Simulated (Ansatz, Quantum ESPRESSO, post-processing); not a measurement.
# The work function of Fe(110), 5 layers, level by level, part 2 of 2

How much energy does it take to lift an electron out of Fe(110), 5 layers, and how far do the settings matter?

Quantum ESPRESSO 7.5; plane-wave DFT, PBE, GBRV ultrasoft pseudopotentials; geometry and cross-check by Ansatz 0.2.0 with PAW datasets.

So far. Step 10 (Potential by pp.x): The upper face goes from 4.726 eV (PBE, GBRV) to 5.023 eV, a change of +0.297 eV. Step 12 (Electrostatic potential): The upper face goes from 4.726 eV (PBE, GBRV) to 4.765 eV, a change of +0.039 eV from the pseudopotentials and their cutoffs. A file of this set has a known flaw or wants a higher cutoff.

## Step 13: Ground state: Wu-Cohen, GBRV ultrasoft

Level of this step: plane-wave DFT, Wu-Cohen, GBRV ultrasoft pseudopotentials made under PBE (Quantum ESPRESSO 7.5). input_dft overrides the functional of the files.

File gbrv-wc.in:

```
&control
  prefix = 'gbrv-wc'
  outdir = './out'
  pseudo_dir = './pseudo'
  calculation = 'scf'
  tprnfor = .true.
/
&system
  ibrav = 0
  nat = 5
  ntyp = 1
  ecutwfc = 40
  ecutrho = 200
  input_dft = 'wc'
  occupations = 'smearing'
  smearing = 'mv'
  degauss = 0.02
  nspin = 2
  starting_magnetization(1) = 0.42
/
&electrons
  conv_thr = 1e-07
  mixing_beta = 0.4
  electron_maxstep = 120
  mixing_mode = 'local-TF'
/
ATOMIC_SPECIES
  Fe  55.8450  fe_pbe_v1.5.uspp.F.UPF
CELL_PARAMETERS angstrom
  2.02939646200000 -1.43500000000000 0.00000000000000
  2.02939646200000 1.43500000000000 0.00000000000000
  0.00000000000000 0.00000000000000 24.11758584800000
ATOMIC_POSITIONS crystal
  Fe  0.000000000000 0.000000000000 0.335938582689
  Fe  0.500000000000 0.500000000000 0.417651966807
  Fe  0.000000000000 0.000000000000 0.500000000000
  Fe  0.500000000000 0.500000000000 0.582348014287
  Fe  0.000000000000 0.000000000000 0.664061483707
K_POINTS automatic
  12 12 1 0 0 0
```

Command:

```sh
$ OMP_NUM_THREADS=1 mpirun -n 4 pw.x -nk 4 -in gbrv-wc.in > gbrv-wc.out
```

It took 1.8 min on 4 MPI ranks of Arm Neoverse V2, shared host; peak memory 0.74 GiB.

Numbers from this step:

| Quantity | Value |
| --- | --- |
| free energy | -17019.8362 eV |
| Fermi energy | 4.583 eV |
| magnetization | 12.26 μB |
| absolute magnetization | 12.77 μB |
| site moments | 2.648, 2.362, 2.276, 2.362, 2.648 μB |

## Step 14: Electrostatic potential

File gbrv-wc.pot.in:

```
&inputpp
  prefix = 'gbrv-wc'
  outdir = './out'
  filplot = 'gbrv-wc.pot.dat'
  plot_num = 11
/
```

Command:

```sh
$ OMP_NUM_THREADS=1 mpirun -n 4 pp.x -in gbrv-wc.pot.in > gbrv-wc.pot.out
```

Run time: 0.76 s. Hardware: 4 MPI ranks; peak memory 0.11 GiB.

Read from the output:

| Item | Value |
| --- | --- |
| work function of the upper face | 4.795 eV |
| slope of the potential above | 3.69e-4 eV/Å |
| upper vacuum line continued to the top atoms, over the Fermi level | 4.793 eV |
| work function of the lower face | 4.795 eV |
| slope of the potential below | -2.34e-4 eV/Å |
| lower vacuum line continued to the bottom atoms, over the Fermi level | 4.794 eV |

The upper face goes from 4.726 eV (PBE, GBRV) to 4.795 eV, a change of +0.070 eV.

## Step 15: All levels side by side

All levels:

```tsv
level	upper face (eV)	lower face (eV)	dipole (e Å)	CPU time (s)
QE PBE GBRV, periodic	4.726	4.726	-	430.6
QE PBE GBRV, ESM bc1	4.726	4.725	-	687.8
QE LDA PseudoDojo norm-conserving, periodic	5.023	5.023	-	1338
QE PBE SSSP efficiency, periodic	4.765	4.765	-	699
QE Wu-Cohen GBRV ultrasoft, periodic	4.795	4.795	-	429.2
Ansatz PBE PAW, sawtooth (time of the whole relaxation)	4.723	4.724	1.24e-5	262.1
```

The times are CPU seconds on a shared host; the codes use unlike cutoffs, datasets and smearings, so their times compare unlike work.

## Step 16: Self-consistent run, with ecutwfc = 26 and ecutrho = 130

How much does a setting matter? One run is repeated with a change.

Level of this step: plane-wave DFT, PBE, GBRV ultrasoft pseudopotentials (Quantum ESPRESSO 7.5).

File scf.w0.in:

```
&control
  prefix = 'scf.w0'
  outdir = './out'
  pseudo_dir = './pseudo'
  calculation = 'scf'
  tprnfor = .true.
/
&system
  ibrav = 0
  nat = 5
  ntyp = 1
  ecutwfc = 26
  ecutrho = 130
  occupations = 'smearing'
  smearing = 'mv'
  degauss = 0.02
  nspin = 2
  starting_magnetization(1) = 0.42
/
&electrons
  conv_thr = 1e-07
  mixing_beta = 0.4
  electron_maxstep = 120
  mixing_mode = 'local-TF'
/
ATOMIC_SPECIES
  Fe  55.8450  fe_pbe_v1.5.uspp.F.UPF
CELL_PARAMETERS angstrom
  2.02939646200000 -1.43500000000000 0.00000000000000
  2.02939646200000 1.43500000000000 0.00000000000000
  0.00000000000000 0.00000000000000 24.11758584800000
ATOMIC_POSITIONS crystal
  Fe  0.000000000000 0.000000000000 0.335938582689
  Fe  0.500000000000 0.500000000000 0.417651966807
  Fe  0.000000000000 0.000000000000 0.500000000000
  Fe  0.500000000000 0.500000000000 0.582348014287
  Fe  0.000000000000 0.000000000000 0.664061483707
K_POINTS automatic
  12 12 1 0 0 0
```

Command:

```sh
$ OMP_NUM_THREADS=1 mpirun -n 4 pw.x -nk 4 -in scf.w0.in > scf.w0.out
```

It took 70 s on 4 MPI ranks; peak memory 0.46 GiB; 4.7 min of CPU time.

The changed values were drawn from a wide range, not chosen for quality; the comparison shows what they did here together.

Beside the run it was changed from:

```tsv
quantity	this run	unchanged run	difference
free energy (eV)	-17021.46	-17028.90	7.4
wall time (s)	70	107	
SCF iterations	25	21
```

The free energy moves by +1.5e+03 meV an atom.

## Step 17: Potential by pp.x

The follow-up step for that run.

File scf.w0.pot.in:

```
&inputpp
  prefix = 'scf.w0'
  outdir = './out'
  filplot = 'scf.w0.pot.dat'
  plot_num = 11
/
```

Command:

```sh
$ OMP_NUM_THREADS=1 mpirun -n 4 pp.x -in scf.w0.pot.in > scf.w0.pot.out
```

Run time: 0.7 s. Hardware: 4 MPI ranks; peak memory 0.11 GiB.

Beside the run it was changed from:

```tsv
quantity	this run	unchanged run	difference
work function of the upper face (eV)	4.799	4.726	0.074
work function of the lower face (eV)	4.801	4.726	0.075
upper vacuum line continued to the top atoms, over the Fermi level (eV)	4.765	4.723	0.041
lower vacuum line continued to the bottom atoms, over the Fermi level (eV)	4.768	4.724	0.044
wall time (s)	0.7	0.76
```

Levels move by up to 75 meV, so the change matters at the level of the results.

## Step 18: Worked from the printed numbers

In the first self-consistent run, on its own zero, the Fermi level is 4.692 eV and the upper vacuum level 9.418 eV: φ = 9.418 − (4.692) = 4.726 eV.

## Step 19: Results

| Property | Result |
| --- | --- |
| work function of the upper face, PBE, GBRV | 4.73 eV |
| work function of the lower face, PBE, GBRV | 4.73 eV |
| upper face by ESM | 4.73 eV |
| upper face by Ansatz | 4.72 eV |

What this shows: At the first level (PBE, GBRV ultrasoft) the work function comes to 4.73 eV on both faces. ESM differs from the periodic treatment by +0 meV on the upper face and -1 meV on the lower. Over the levels tried the upper face spans 4.72 eV (Ansatz PBE PAW, sawtooth) to 5.02 eV (QE LDA PseudoDojo norm-conserving, periodic). Quantum ESPRESSO and Ansatz give 4.73 and 4.72 eV for the upper face, which agree. Ansatz ran with Fermi-Dirac smearing of 0.1 eV against cold smearing of 0.02 Ry, which alone can move a level by some tens of meV. With 12×12 points and so few layers the values hold to some 0.05 to 0.1 eV. The slab is cut at a tabulated measured bulk lattice constant, given to two decimals. A file of the SSSP efficiency set has a known flaw or wants a higher cutoff, so those values deserve less trust.

Comparison with the measured values:

| quantity | measured | QE PBE GBRV | QE PBE GBRV, ESM bc1 | QE LDA PseudoDojo | QE PBE SSSP efficiency | QE Wu-Cohen GBRV | Ansatz PBE PAW |
| --- | --- | --- | --- | --- | --- | --- | --- |
| work function (clean (110) face) (eV) | 5.12 | 4.73 (-0.39 eV) | 4.73 (-0.39 eV) | 5.02 (-0.10 eV) | 4.77 (-0.35 eV) | 4.80 (-0.32 eV) | 4.72 (-0.40 eV) |

Measured values from arxiv:1902.07811 (2019).

How well it matches: For the work function, of the levels listed nearest comes QE LDA PseudoDojo (-0.10 eV, good agreement) and farthest Ansatz PBE PAW (-0.40 eV, a clear miss). The grades are ours: good and fair within 3 and 7 % for the work function. Other measurements of the same face can differ from the value quoted by 0.1 to 0.2 eV.

[Logs are printed without paths, hosts, clocks, repeated set-up lines and the standing remarks that a program may print on its own settings, such as how far it seeks lower states.]

[Hosts, paths, dates, database ids (printed as entryN), source tags and the programs' standing remarks are cut or masked in the printed files.]

[Maps of the electrostatic potential energy from Ansatz leave out the sawtooth potential of an applied field or a dipole correction, so their vacuum need not be flat; planar profiles and work functions include it.]
